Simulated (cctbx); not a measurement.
# LuTiPd with cctbx, script by script

Library: cctbx 2025.11. The data are simulated by the first script.

## 1. Simulate the data

run.py:

```python
from cctbx import adptbx, crystal, miller, sgtbx, xray
from cctbx.array_family import flex
from iotbx.shelx import hklf
from scitbx import matrix
import scitbx.random

cs = crystal.symmetry(unit_cell=(6.814, 4.302, 7.512, 90, 90, 90), space_group_symbol='Hall: -P 2ac 2n')  # Pnma
atoms = [  # label, site, U (iso, or U11 U22 U33 U12 U13 U23 in A^2), occupancy
    ("Lu1", (0.9736, 0.75, 0.682), (0.0096, 0.0096, 0.0101, 0.0000, -0.0002, 0.0000), 1),
    ("Pd1", (0.7219, 0.75, 0.3807), (0.0153, 0.0126, 0.0182, 0.0000, -0.0008, 0.0000), 1),
    ("Ti1", (0.8566, 0.75, 0.0626), (0.0178, 0.0251, 0.0258, 0.0000, -0.0020, 0.0000), 1),
]
xs = xray.structure(crystal_symmetry=cs)
for label, site, u, occ in atoms:
    u = adptbx.u_cif_as_u_star(cs.unit_cell(), u) if isinstance(u, tuple) else u
    xs.add_scatterer(xray.scatterer(label, site=site, u=u, occupancy=occ))
xs.set_inelastic_form_factors(0.71073, "sasaki")
xs.show_summary()
p1 = xs.expand_to_p1()
ms = miller.build_set(p1, anomalous_flag=True, d_min=1.1)
flex.set_random_seed(918202)
scitbx.random.set_random_seed(918202)
ms = ms.select(flex.random_double(ms.size()) < 0.8)
i = ms.structure_factors_from_scatterers(p1, algorithm="direct").f_calc().as_intensity_array().data()
i = i * 20000 / flex.max(i)
sig = flex.sqrt(i + flex.pow2(0.03 * i) + 8 ** 2)
noise = scitbx.random.variate(scitbx.random.normal_distribution())(i.size())
data = ms.array(data=i + sig * noise, sigmas=sig).set_observation_type_xray_intensity()
with open("data.hkl", "w") as f:
    data.export_as_shelx_hklf(f)
print("reflections written:", data.size(), " <I/sigma> = %.1f" % flex.mean(data.data() / data.sigmas()))
for h, a, b in list(data.sort("data"))[:12]:
    print("%4d%4d%4d %9.1f %7.1f" % (h + (a, b)))
```

```console
$ python run.py
```

```text
Number of scatterers: 3
At special positions: 3
Unit cell: (6.814, 4.302, 7.512, 90, 90, 90)
Space group: P n m a (No. 62)
reflections written: 522  <I/sigma> = 17.3
   0   2   0   19788.8   616.5
   2  -1  -1   11145.7   330.8
   2   1  -1   10968.9   330.8
  -2   1   1   10685.0   330.8
   2  -1   1   10619.7   330.8
   2   1   1   10536.7   330.8
  -2  -1   1   10384.5   330.8
  -2   1  -1   10284.8   330.8
  -2  -1  -1   10144.8   330.8
   1   1  -2    6436.5   202.0
  -1   1   2    5886.2   202.0
  -1  -1   2    5864.2   202.0
```

It took 0.2 s on 1 thread of Arm Neoverse V2 (shared host), peak memory 0.07 GiB.

## 2. Refinement (right model)

run.py:

```python
import math
from cctbx import adptbx, crystal, maptbx, sgtbx, xray
from cctbx.array_family import flex
from cctbx.xray import observations
from iotbx.shelx import hklf
from scitbx.lstbx import normal_eqns_solving
from smtbx import absolute_structure, utils
from smtbx.refinement import constraints, least_squares

cs = crystal.symmetry(unit_cell=(6.814, 4.302, 7.512, 90, 90, 90), space_group_symbol='Hall: -P 2ac 2n')  # Pnma
atoms = [  # label, site, U (iso, or U11 U22 U33 U12 U13 U23 in A^2), occupancy
    ("Lu1", (0.9741, 0.75, 0.685), 0.0200, 1),
    ("Pd1", (0.7262, 0.75, 0.3772), 0.0200, 1),
    ("Ti1", (0.8619, 0.75, 0.0619), 0.0200, 1),
]
xs = xray.structure(crystal_symmetry=cs)
for label, site, u, occ in atoms:
    u = adptbx.u_cif_as_u_star(cs.unit_cell(), u) if isinstance(u, tuple) else u
    xs.add_scatterer(xray.scatterer(label, site=site, u=u, occupancy=occ))
xs.set_inelastic_form_factors(0.71073, "sasaki")
raw = hklf.reader(file_name="data.hkl").as_miller_arrays(crystal_symmetry=cs, anomalous=True)[0]
merged = raw.eliminate_sys_absent().merge_equivalents()
fo2 = merged.array().set_observation_type_xray_intensity()
print("Rint %.3f, %d unique reflections to %.2f A" % (merged.r_int(), fo2.size(), fo2.d_min()))
for sc in xs.scatterers():
    sc.flags.set_grad_site(True)
    sc.flags.set_grad_u_aniso(sc.flags.use_u_aniso())
    sc.flags.set_grad_u_iso(sc.flags.use_u_iso())
obs = fo2.as_xray_observations()
extra = {}
rep = constraints.reparametrisation(xs, [], utils.connectivity_table(xs), **extra)
ls = least_squares.crystallographic_ls(obs, rep, weighting_scheme=least_squares.mainstream_shelx_weighting(a=0, b=0))
print("cycle     R1     wR2    GooF  max shift (A)")
for cycle in range(8):
    ls.build_up()
    r1, wr2, goof = ls.r1_factor(cutoff_factor=2)[0], ls.wR2(), ls.goof()
    old = xs.sites_cart()
    normal_eqns_solving.levenberg_marquardt_iterations(ls, n_max_iterations=3, tau=1e-06, step_threshold=1e-7)
    big = flex.max((xs.sites_cart() - old).norms())
    print("%4d %7.4f %7.4f %7.3f %9.5f" % (cycle + 1, r1, wr2, goof, big))
    ls.build_up(objective_only=True)
    if abs(ls.wR2() - wr2) < 5e-5 and big < 5e-4:
        break
ls.build_up()
print("final R1 %.4f wR2 %.4f GooF %.3f  parameters %d  data/parameter %.1f" % (ls.r1_factor(cutoff_factor=2)[0], ls.wR2(), ls.goof(), ls.n_parameters, fo2.size() / ls.n_parameters))
cov = ls.covariance_matrix_and_annotations()
su = dict(zip(cov.annotations, (math.sqrt(max(v, 0)) for v in cov.matrix.matrix_packed_u_diagonal())))
a2 = cs.unit_cell().reciprocal_parameters()[0] ** -2
print("atom        x        y        z      Ueq    occ   su(xyz)  su(Uiso or U11)")
for sc in xs.scatterers():
    s = max(su.get(sc.label + k, 0) for k in (".x", ".y", ".z"))
    npd = "" if sc.is_positive_definite_u(cs.unit_cell()) else "  NPD"
    print("%-5s %8.5f %8.5f %8.5f %8.4f %6.3f %8.5f %7.4f%s" % ((sc.label,) + sc.site + (sc.u_iso_or_equiv(cs.unit_cell()), sc.occupancy, s, su.get(sc.label + ".uiso", su.get(sc.label + ".u11", 0) * a2), npd)))
fo = fo2.f_sq_as_f()
fc = fo.structure_factors_from_scatterers(xs, algorithm="direct").f_calc()
diff = fo.f_obs_minus_f_calc(1 / math.sqrt(ls.scale_factor()), fc).average_bijvoet_mates()
m = diff.fft_map(symmetry_flags=maptbx.use_space_group_symmetry, resolution_factor=0.25).apply_volume_scaling()
print("difference map: max %.2f min %.2f rms %.2f" % (m.statistics().max(), m.statistics().min(), m.statistics().sigma()))
peaks = m.peak_search(parameters=maptbx.peak_search_parameters(min_distance_sym_equiv=0.6, max_clusters=6)).all()
near = xs.closest_distances(peaks.sites(), distance_cutoff=4)
sps = cs.special_position_settings(min_distance_sym_equiv=0.5)
for k, (x, h) in enumerate(zip(peaks.sites(), peaks.heights())):
    ss = sps.site_symmetry(x)
    print("Q%-3d %7.4f %7.4f %7.4f %4d %7.2f  %.2f A from %s" % ((k + 1,) + tuple(t % 1 for t in ss.exact_site()) + (ss.multiplicity(), h, near.smallest_distances[k], xs.scatterers()[near.i_seqs[k]].label)))
```

```console
$ python run.py
```

```text
Rint 0.027, 97 unique reflections to 1.10 A
cycle     R1     wR2    GooF  max shift (A)
   1  0.0756  0.1818   8.500   0.03905
   2  0.0123  0.0305   1.428   0.00000
final R1 0.0123 wR2 0.0305 GooF 1.428  parameters 9  data/parameter 10.8
atom        x        y        z      Ueq    occ   su(xyz)  su(Uiso or U11)
Lu1    0.97378  0.75000  0.68199   0.0095  1.000  0.00010  0.0004
Pd1    0.72191  0.75000  0.38065   0.0151  1.000  0.00018  0.0005
Ti1    0.85682  0.75000  0.06300   0.0232  1.000  0.00046  0.0009
difference map: max 0.77 min -0.65 rms 0.17
Q1    0.2181  0.7500  0.0253    4    0.81  0.71 A from Pd1
Q2    0.0160  0.2500  0.0663    4    0.70  1.30 A from Ti1
Q3    0.2379  0.7500  0.2124    4    0.59  0.71 A from Pd1
Q4    0.1437  0.2500  0.0349    4    0.46  0.74 A from Ti1
Q5    0.1333  0.7500  0.3333    4    0.45  1.71 A from Ti1
Q6    0.1530  0.0562  0.2016    8    0.39  1.49 A from Lu1
```

Time: 0.31 s.

## 3. Simulate the data

run.py, as its changes from the last script of this kind:

```diff
@@ -20 +20 @@
-ms = miller.build_set(p1, anomalous_flag=True, d_min=1.1)
+ms = miller.build_set(p1, anomalous_flag=True, d_min=0.84)
```

```console
$ python run.py
```

```text
Number of scatterers: 3
At special positions: 3
Unit cell: (6.814, 4.302, 7.512, 90, 90, 90)
Space group: P n m a (No. 62)
reflections written: 1202  <I/sigma> = 15.5
   0  -2   0   18976.1   616.5
  -2   1  -1   11325.5   330.8
   2   1  -1   10891.4   330.8
   2  -1   1   10800.8   330.8
   2  -1  -1   10424.0   330.8
  -2  -1  -1   10349.3   330.8
  -2  -1   1    9887.0   330.8
  -2   1   1    9875.5   330.8
   0  -4   0    7372.3   238.8
   0   4   0    7093.5   238.8
  -1   1   2    6473.2   202.0
   1  -1   2    6189.0   202.0
```

Time: 0.2 s.

## 4. Refinement (right model)

run.py, as its changes from the last script of this kind:

```diff
@@ -12,3 +12,3 @@
-    ("Lu1", (0.9741, 0.75, 0.685), 0.0200, 1),
-    ("Pd1", (0.7262, 0.75, 0.3772), 0.0200, 1),
-    ("Ti1", (0.8619, 0.75, 0.0619), 0.0200, 1),
+    ("Lu1", (0.9678, 0.75, 0.6825), 0.0200, 1),
+    ("Pd1", (0.7245, 0.75, 0.3811), 0.0200, 1),
+    ("Ti1", (0.8616, 0.75, 0.0636), 0.0200, 1),
@@ -20,0 +21 @@
+xs.convert_to_anisotropic()
```

```console
$ python run.py
```

```text
Rint 0.032, 219 unique reflections to 0.84 A
cycle     R1     wR2    GooF  max shift (A)
   1  0.1168  0.2735  11.135   0.03974
   2  0.0110  0.0237   0.964   0.00000
final R1 0.0110 wR2 0.0237 GooF 0.964  parameters 18  data/parameter 12.2
atom        x        y        z      Ueq    occ   su(xyz)  su(Uiso or U11)
Lu1    0.97361  0.75000  0.68199   0.0098  1.000  0.00004  0.0002
Pd1    0.72176  0.75000  0.38079   0.0153  1.000  0.00008  0.0003
Ti1    0.85645  0.75000  0.06272   0.0228  1.000  0.00021  0.0007
difference map: max 0.68 min -0.78 rms 0.20
Q1    0.0369  0.0252  0.1011    8    0.75  1.73 A from Ti1
Q2    0.1013  0.6083  0.3692    8    0.71  1.67 A from Lu1
Q3    0.1684  0.7500  0.9463    4    0.67  1.35 A from Pd1
Q4    0.2069  0.2500  0.3359    4    0.64  1.24 A from Lu1
Q5    0.2176  0.5540  0.0689    8    0.64  0.92 A from Pd1
Q6    0.2140  0.5262  0.8985    8    0.63  1.31 A from Ti1
```

Time: 0.32 s.

## 5. Simulate the data

run.py, as its changes from the last script of this kind:

```diff
@@ -20 +20 @@
-ms = miller.build_set(p1, anomalous_flag=True, d_min=0.84)
+ms = miller.build_set(p1, anomalous_flag=True, d_min=0.6)
```

```console
$ python run.py
```

```text
Number of scatterers: 3
At special positions: 3
Unit cell: (6.814, 4.302, 7.512, 90, 90, 90)
Space group: P n m a (No. 62)
reflections written: 3424  <I/sigma> = 11.7
   0  -2   0   20140.4   616.5
   0   2   0   19668.1   616.5
   2   1   1   10542.2   330.8
  -2   1  -1   10485.6   330.8
  -2  -1  -1   10353.0   330.8
   2  -1   1   10321.8   330.8
  -2   1   1   10292.9   330.8
   2  -1  -1   10055.6   330.8
   0   4   0    7109.3   238.8
  -1  -1   2    6381.3   202.0
   1  -1   2    6339.3   202.0
  -1  -1  -2    6274.6   202.0
```

Time: 0.21 s.

## 6. Refinement (right model)

run.py, as its changes from the last script of this kind:

```diff
@@ -12,3 +12,3 @@
-    ("Lu1", (0.9678, 0.75, 0.6825), 0.0200, 1),
-    ("Pd1", (0.7245, 0.75, 0.3811), 0.0200, 1),
-    ("Ti1", (0.8616, 0.75, 0.0636), 0.0200, 1),
+    ("Lu1", (0.9743, 0.75, 0.6825), 0.0200, 1),
+    ("Pd1", (0.7226, 0.75, 0.3834), 0.0200, 1),
+    ("Ti1", (0.859, 0.75, 0.0626), 0.0200, 1),
```

```console
$ python run.py
```

```text
Rint 0.037, 590 unique reflections to 0.60 A
cycle     R1     wR2    GooF  max shift (A)
   1  0.1433  0.2943   9.718   0.02139
   2  0.0144  0.0299   0.989   0.00000
final R1 0.0144 wR2 0.0299 GooF 0.989  parameters 18  data/parameter 32.8
atom        x        y        z      Ueq    occ   su(xyz)  su(Uiso or U11)
Lu1    0.97362  0.75000  0.68201   0.0098  1.000  0.00003  0.0001
Pd1    0.72185  0.75000  0.38063   0.0153  1.000  0.00005  0.0001
Ti1    0.85669  0.75000  0.06235   0.0226  1.000  0.00015  0.0004
difference map: max 1.42 min -1.75 rms 0.36
Q1    0.1365  0.7500  0.2027    4    1.55  0.85 A from Pd1
Q2    0.0863  0.2500  0.6527    4    1.37  1.33 A from Pd1
Q3    0.0143  0.2500  0.9611    4    1.18  0.90 A from Ti1
Q4    0.1177  0.2500  0.4427    4    1.15  1.12 A from Lu1
Q5    0.2041  0.0385  0.6879    8    1.15  1.16 A from Pd1
Q6    0.1598  0.7500  0.9893    4    1.14  1.06 A from Pd1
```

It took 0.32 s on 1 thread of Arm Neoverse V2, with other jobs on the host, peak memory 0.09 GiB.

[Logs are printed without paths, hosts, clocks, repeated set-up lines and the standing remarks that a program may print on its own settings, such as how far it seeks lower states.]
